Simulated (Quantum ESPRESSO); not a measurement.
# Voltage at the next charge: Zr(0001), 4 layers, one monolayer of Na on fcc sites against an electrode

Method. Quantum ESPRESSO 7.5, PBE, GBRV ultrasoft; ESM with bc3, a metal electrode 6.94 Å above the top atoms; cell area 9.035 Å²; ions fixed. V is the potential energy of an electron at the electrode over the slab's Fermi level, divided by e, so that it equals the work function at zero charge; positive charge removes electrons.

| charge (e a cell) | V (V) |
| --- | --- |
| 0 | 2.984 |
| 0.0136 | 4.174 |
| 0.0271 | 5.406 |

**Question.** What is V at a charge of 0.0542 e, and what capacitance do the rows imply?

**Worked estimate.** The last two rows give dV/dq = (5.406 − 4.174)/(0.0271 − 0.0136) = 91.3 V/e, so C = 1602/(9.035 × 91.3) = 1.94 µF/cm², an effective gap of 8.854/1.94 = 4.56 Å. At constant C, V = 5.406 + 91.3 × 0.0271 = 7.88 V.

What the calculation gave: V = 8.008 V; the estimate misses by −0.13 V, 5.0 % of the step. Over the three intervals C goes 2.03, 1.94 and 1.85 µF/cm²: it falls as electrons leave, the surface charge drawing back towards the atoms.

**Limits.** Vacuum fills the gap; a dielectric or electrolyte would change C. The slab is thin.
